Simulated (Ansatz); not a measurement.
# Structural relaxation of random wurtzite alloy of AlN and GaN (72 atoms)

Wanted: the relaxed structure of random wurtzite alloy of AlN and GaN (72 atoms) and its electronic structure.

Method: Kohn-Sham DFT, PBE, PAW (set soft_2), plane waves, in Ansatz 0.2.0.

**1. The structure**

The cell holds 72 atoms: 22 Al, 36 N and 14 Ga. Its edges and angles: a = 9.426 Å, b = 9.426 Å, c = 10.122 Å, α = 90.0°, β = 90.0°, γ = 120.0°. It derives from AlN (wurtzite) and GaN, repeated 3×3×2. Wurtzite AlN, 3 x 3 x 2 conventional cells, 14 of 36 Al sites given to Ga at random (x = 0.389), lattice by Vegard's rule (a = 3.142 Å, c = 5.061 Å); not relaxed, displaced by a Gaussian of 0.02 Å.

What the set-up can't give: The host structure and its lattice constant were typed by rule, without a check against the phase diagram. Sampling is at Γ alone, for a cell whose shortest periodic width is 8 Å.

**2. Single point at the start**

The forces at the start show how far the geometry lies from a minimum of this functional.

input.yaml

```yaml
crystal:
  lattice:
    - [9.4257, 0.0, 0.0]
    - [-4.71285, 8.1629, 0.0]
    - [0.0, 0.0, 10.1218]
  atoms:
    - { symbol: Al, position: [0.00176, 0.00211, 0.00107] }
    - { symbol: "N", position: [0.11097, 0.22511, 0.06032] }
    - { symbol: Al, position: [0.11106, 0.22216, 0.24811] }
    - { symbol: "N", position: [0.99675, 0.00158, 0.30879] }
    [... 62 atom lines left out ...]
    - { symbol: Ga, position: [0.77632, 0.88645, 0.24942] }
    - { symbol: "N", position: [0.66815, 0.66564, 0.30972] }
    - { symbol: Al, position: [0.66676, 0.66089, 0.50288] }
    - { symbol: "N", position: [0.78008, 0.88808, 0.55618] }
    - { symbol: Ga, position: [0.77718, 0.88966, 0.74874] }
    - { symbol: "N", position: [0.6642, 0.66568, 0.80999] }
kpoints:
  mp_grid: { grid: [1, 1, 1] }
hamiltonian:
  xc: pbe
scf:
  occupations: { method: fixed }
output:
  forces: true
  stress: true
  populations: true
  dos:
    method: { smearing: { sigma: 0.1 } }
    de: 0.1
    projected: { site_lists: { Al: [Al], Ga: [Ga], "N": ["N"] } }
  eigenvalues: true
```

Run with:

```
$ ansatz run input.yaml --threads 4 --pin off --max-ram 8192MiB --backend cpu --events-out ev --progress --plain --runs-dir out
```

It took 9.5 s on 4 threads of Arm Neoverse V2, shared host; peak memory 0.98 GiB.

Numbers from this run:

```yaml
free_energy: -78678.1855 eV
free_energy_per_atom: -1092.7526 eV/atom
scf_cycles: 8
pressure: 5.277 GPa
r_m_s_force_component: 0.5644 eV/Å
longest_force: 1.938 eV/Å
fermi_energy: 8.325 eV
spacing_of_highest_filled_and_lowest_empty_level: 3.159 eV
spilling_of_the_projection: 0.004557
```

The r.m.s. force component of 0.56 eV/Å and the pressure of 5.3 GPa set the starting point.

Length of the force by element:

| element | coordination | atoms | mean length of the force (eV/Å) | spread | least | most |
| --- | --- | --- | --- | --- | --- | --- |
| Al | all | 22 | 0.735 | 0.336 | 0.169 | 1.57 |
| Ga | all | 14 | 0.595 | 0.356 | 0.0632 | 1.53 |
| N | all | 36 | 1.05 | 0.480 | 0.277 | 1.94 |

**3. Relaxation**

With the cell held, the atoms are moved downhill towards a nearby minimum.

input.yaml, the sections that differ from step 2:

```yaml
output:
  forces: true
relax:
  f_tol: 0.05
  max_steps: 200
# crystal, kpoints, hamiltonian, scf: as in step 2
```

It took 17 s on 4 threads; peak memory 0.93 GiB.

The steps of the relaxation:

| step | energy less that of the first step (eV) | largest force component (eV/Å) |
| --- | --- | --- |
| 1 | 0.0000 | 1.8121 |
| 2 | -1.1662 | 0.7910 |
| 3 | -1.5086 | 0.0550 |
| 4 | -1.5098 | 0.0062 |

The atoms that moved most (Å):

| atom | dx | dy | dz | length |
| --- | --- | --- | --- | --- |
| N4 | 0.081 | 0.023 | -0.046 | 0.096 |
| N24 | -0.001 | -0.070 | 0.063 | 0.095 |
| N36 | 0.004 | -0.033 | -0.080 | 0.086 |
| N52 | -0.063 | 0.007 | -0.054 | 0.084 |
| N6 | 0.029 | -0.013 | 0.075 | 0.081 |
| N46 | -0.020 | -0.012 | -0.076 | 0.079 |
| N30 | -0.022 | -0.022 | 0.073 | 0.079 |
| Al7 | 0.014 | 0.007 | 0.077 | 0.078 |

The relaxation changed the energy by -21.0 meV/atom, and atoms moved by 0.051 Å r.m.s., 0.096 Å at most.

**4. Structure statistics after relaxation**

Bonds before and after, by the cutoffs listed below:

| pair | bonds before | bonds after | mean before (Å) | mean after (Å) | spread before (Å) | spread after (Å) |
| --- | --- | --- | --- | --- | --- | --- |
| N-Al | 88 | 88 | 1.913 | 1.896 | 0.027 | 0.009 |
| N-Ga | 56 | 56 | 1.920 | 1.948 | 0.024 | 0.009 |

Density 4.42 g/cm³, 10.82 Å³ an atom.

g(r), total and by pair (bins of 0.2 Å):

| r (Å) | total | N-N | N-Al | N-Ga | Al-Al | Al-Ga | Ga-Ga |
| --- | --- | --- | --- | --- | --- | --- | --- |
| 1.80 | 2.04 | 0.00 | 6.70 | 0.00 | 0.00 | 0.00 | 0.00 |
| 2.00 | 2.68 | 0.00 | 2.96 | 9.15 | 0.00 | 0.00 | 0.00 |
| 2.20 | 0.00 | 0.00 | 0.00 | 0.00 | 0.00 | 0.00 | 0.00 |
| 2.40 | 0.00 | 0.00 | 0.00 | 0.00 | 0.00 | 0.00 | 0.00 |
| 2.60 | 0.00 | 0.00 | 0.00 | 0.00 | 0.00 | 0.00 | 0.00 |
| 2.80 | 0.00 | 0.00 | 0.00 | 0.00 | 0.00 | 0.00 | 0.00 |
| 3.00 | 1.43 | 3.71 | 0.37 | 0.00 | 3.12 | 0.74 | 0.00 |
| 3.20 | 4.30 | 6.84 | 0.51 | 0.86 | 7.85 | 9.30 | 11.25 |
| 3.40 | 0.00 | 0.00 | 0.00 | 0.00 | 0.00 | 0.00 | 0.00 |
| 3.60 | 2.01 | 0.00 | 4.17 | 3.80 | 0.00 | 0.00 | 0.00 |
| 3.80 | 0.84 | 0.00 | 1.54 | 1.90 | 0.00 | 0.00 | 0.00 |
| 4.00 | 0.00 | 0.00 | 0.00 | 0.00 | 0.00 | 0.00 | 0.00 |
| 4.20 | 0.01 | 0.03 | 0.00 | 0.00 | 0.00 | 0.00 | 0.00 |
| 4.40 | 2.45 | 2.48 | 2.42 | 2.22 | 2.48 | 2.89 | 2.25 |
| 4.60 | 0.17 | 0.14 | 0.21 | 0.39 | 0.00 | 0.00 | 0.00 |
| 4.80 | 1.64 | 0.00 | 3.29 | 3.28 | 0.00 | 0.00 | 0.00 |
| 5.00 | 0.29 | 0.47 | 0.05 | 0.05 | 0.45 | 0.71 | 0.49 |
| 5.20 | 0.08 | 0.22 | 0.00 | 0.00 | 0.15 | 0.08 | 0.00 |
| 5.40 | 2.54 | 4.92 | 0.00 | 0.00 | 4.86 | 5.87 | 4.29 |
| 5.60 | 0.13 | 0.31 | 0.05 | 0.19 | 0.00 | 0.00 | 0.00 |
| 5.80 | 1.33 | 0.49 | 2.46 | 2.24 | 0.07 | 0.12 | 0.00 |
| 6.00 | 1.61 | 2.42 | 0.56 | 0.64 | 2.81 | 2.83 | 2.85 |
| 6.20 | 0.95 | 0.83 | 0.99 | 0.89 | 0.97 | 1.10 | 1.28 |
| 6.40 | 0.41 | 0.48 | 0.41 | 0.58 | 0.38 | 0.13 | 0.16 |
| 6.60 | 1.82 | 0.00 | 3.69 | 3.54 | 0.00 | 0.00 | 0.00 |
| 6.80 | 0.22 | 0.00 | 0.40 | 0.48 | 0.00 | 0.00 | 0.00 |
| 7.00 | 1.65 | 2.09 | 1.21 | 1.21 | 1.98 | 2.29 | 1.80 |
| 7.20 | 0.18 | 0.01 | 0.34 | 0.40 | 0.00 | 0.00 | 0.00 |

Bonds by pair of elements; cutoffs follow the first minimum of g(r), held within bounds set by covalent radii, and pairs that aren't listed don't count as bonded:

| pair A-B | cutoff (Å) | bonds | mean length (Å) | spread (Å) | shortest (Å) | B about A | A about B |
| --- | --- | --- | --- | --- | --- | --- | --- |
| N-Al | 2.33 | 88 | 1.90 | 0.009 | 1.87 | 2.44 | 4 |
| N-Ga | 2.38 | 56 | 1.95 | 0.009 | 1.93 | 1.56 | 4 |

How many atoms have how many bonded neighbours:

| element | mean | 4 |
| --- | --- | --- |
| Al | 4 | 22 |
| Ga | 4 | 14 |
| N | 4 | 36 |

Bond angles, per cent of each kind in bins of 5°:

| angle (°) | N-Al-N | Al-N-Ga | N-Ga-N | Al-N-Al | Ga-N-Ga |
| --- | --- | --- | --- | --- | --- |
| 105–110 | 62.1 | 64.3 | 59.5 | 42.2 | 100.0 |
| 110–115 | 37.9 | 35.7 | 40.5 | 57.8 | 0.0 |

Bond angles (no mean is given where the spread exceeds 20°):

| angle | count | mean (°) | spread (°) |
| --- | --- | --- | --- |
| N-Al-N | 132 | 110 | 1.8 |
| Al-N-Ga | 98 | 109 | 1.5 |
| N-Ga-N | 84 | 110 | 1.5 |
| Al-N-Al | 83 | 110 | 1.7 |
| Ga-N-Ga | 35 | 108 | 1.2 |

Rings of the network by King's shortest-path rule, up to 12 atoms, one path for each pair of neighbours; H, halogens, alkali and alkaline-earth atoms are left out, and the last column divides by all other atoms, bonded or not:

| ring size (atoms) | rings | per network atom |
| --- | --- | --- |
| 6 | 142 | 1.97 |

With the cutoffs above, all Al atoms have 4, all Ga atoms have 4 and all N atoms have 4 bonded neighbours. The N-Al-N angle averages 110° with a spread of 1.8°. All rings counted have 6 atoms.

**5. Single point at the relaxed geometry**

One more single point at the end of the walk gives the fuller output and checks the residual forces.

input.yaml

```yaml
crystal:
  lattice:
    - [9.4257, 0.0, 0.0]
    - [-4.71285, 8.1629, 0.0]
    - [0.0, 0.0, 10.1218]
  atoms:
    - { symbol: Al, position: [0.00274, 0.00177, 0.00154] }
    - { symbol: "N", position: [0.11168, 0.22369, 0.05808] }
    - { symbol: Al, position: [0.11314, 0.22424, 0.24665] }
    - { symbol: "N", position: [0.00679, 0.00439, 0.3042] }
    [... 62 atom lines left out ...]
    - { symbol: Ga, position: [0.77757, 0.8873, 0.24913] }
    - { symbol: "N", position: [0.66387, 0.66074, 0.31214] }
    - { symbol: Al, position: [0.66556, 0.66542, 0.50038] }
    - { symbol: "N", position: [0.7763, 0.88451, 0.55576] }
    - { symbol: Ga, position: [0.77909, 0.88932, 0.74883] }
    - { symbol: "N", position: [0.6633, 0.66117, 0.80598] }
kpoints:
  mp_grid: { grid: [1, 1, 1] }
hamiltonian:
  xc: pbe
scf:
  occupations: { method: fixed }
output:
  forces: true
  stress: true
  populations: true
  dos:
    method: { smearing: { sigma: 0.1 } }
    de: 0.1
    projected: { site_lists: { Al: [Al], Ga: [Ga], "N": ["N"] } }
  eigenvalues: true
  write_density: true
  write_potential: true
  volumetric_format: npy
```

Run time: 9.7 s. Hardware: 4 threads; peak memory 0.99 GiB; 35 s of CPU time.

The run gave:

- free energy: -78679.6953 eV
- free energy per atom: -1092.7735 eV/atom
- SCF cycles: 8
- pressure: 4.678 GPa
- r.m.s. force component: 0.0025 eV/Å
- longest force: 0.00714 eV/Å
- Fermi energy: 8.268 eV
- gap (highest filled to lowest empty level): 3.164 eV
- spilling of the projection: 0.004545

Löwdin charges by element (they lack the spilled electrons, 0.027 e an atom on average):

| element | coordination | atoms | mean charge (e) | spread | least | most |
| --- | --- | --- | --- | --- | --- | --- |
| Al | all | 22 | 1.12 | 0.0053 | 1.11 | 1.14 |
| Ga | all | 14 | 0.771 | 0.0068 | 0.761 | 0.782 |
| N | all | 36 | -0.933 | 0.0729 | -1.04 | -0.826 |

Charge against the make-up of the first shell:

| Al neighbours of N | atoms | mean charge (e) |
| --- | --- | --- |
| 1 | 7 | -0.83 |
| 2 | 14 | -0.903 |
| 3 | 7 | -0.973 |
| 4 | 8 | -1.04 |

States in the cell by windows of 1 eV, zero at the Fermi level; the larger projections on atomic orbitals stand beside the total:

| from (eV) | to (eV) | total | N p | Al p | Ga p |
| --- | --- | --- | --- | --- | --- |
| -10 | -7 | 0.0 | 0.0 | 0.0 | 0.0 |
| -7 | -6 | 2.0 | 1.1 | 0.3 | 0.2 |
| -6 | -5 | 29.5 | 17.0 | 1.9 | 1.4 |
| -5 | -4 | 43.8 | 27.7 | 5.1 | 3.6 |
| -4 | -3 | 18.7 | 12.6 | 1.3 | 0.8 |
| -3 | -2 | 23.5 | 18.2 | 2.7 | 1.9 |
| -2 | -1 | 63.8 | 53.1 | 4.9 | 3.6 |
| -1 | 0 | 33.4 | 30.1 | 0.9 | 1.4 |
| 0 | 1 | 1.2 | 1.2 | 0.0 | 0.0 |
| 1 | 3 | 0.0 | 0.0 | 0.0 | 0.0 |
| 3 | 4 | 2.0 | 0.1 | 0.0 | 0.0 |
| 4 | 5 | 2.4 | 0.2 | 0.9 | 0.5 |

With fixed occupations the program's Fermi level is the highest filled level; weight inside the gap is the broadening of levels at its edges.

Between -16 and -10 eV lie 212 more states.

The levels nearest the highest filled one (over half full), pooled over k-points and spins:

| level less the highest filled one (eV) | occupation |
| --- | --- |
| -0.516 | 2 |
| -0.390 | 2 |
| -0.360 | 2 |
| -0.0805 | 2 |
| -0.0465 | 2 |
| 0 | 2 |
| 3.16 | 0 |
| 4.99 | 0 |
| 5.03 | 0 |
| 5.14 | 0 |
| 5.16 | 0 |
| 5.23 | 0 |

Mean Löwdin charges: Al +1.12, Ga +0.77, N -0.93 e (they miss 0.45 % of the electrons, so they add up to more than the cell's charge). The charge on N changes by -0.070 e for each Al neighbour that takes the place of another kind, on average.

1 further run on a deliberately doubtful input is not shown.

**6. Outcome**

| Item | Value |
| --- | --- |
| energy change in the relaxation | -20.97 meV/atom |
| r.m.s. displacement | 0.051 Å |
| largest displacement | 0.096 Å |
| free energy per atom | -1092.7735 eV/atom |
| density | 4.422 g/cm³ |
| pressure | 4.678 GPa |
| r.m.s. force component | 0.0025 eV/Å |
| gap (highest filled to lowest empty level) | 3.164 eV |
| wall time of the 4 DFT runs, those left out included | 45 s |

In words: Relaxation lowers the energy by 21.0 meV/atom and moves atoms by 0.051 Å r.m.s.; the r.m.s. force component goes from 0.56 to 0.0025 eV/Å, the pressure goes from 5.3 to 4.7 GPa. By the final cutoffs no bond was broken or made. First to last step the energy falls by 1.510 eV; the largest move, 0.10 Å, is that of N4, with 1 other atom within 2 % of it. The N-Ga bonds change most in mean length: from 1.920 Å (spread 0.024) to 1.948 Å (spread 0.009). With the cutoffs above, all Al atoms have 4, all Ga atoms have 4 and all N atoms have 4 bonded neighbours. Filled and empty levels are parted by 3.16 eV at Γ alone; the mesh holds the band edges only if they fold onto it, so the gap at this level can be narrower or closed, while semilocal functionals tend to narrow gaps against experiment.

What to keep in mind: The pressure of 4.7 GPa shows the cell to be compressed for this functional.

[Logs are printed without paths, hosts, clocks, repeated set-up lines and the standing remarks that a program may print on its own settings, such as how far it seeks lower states.]

[Hosts, paths, dates, database ids (printed as entryN), source tags and the programs' standing remarks are cut or masked in the printed files.]
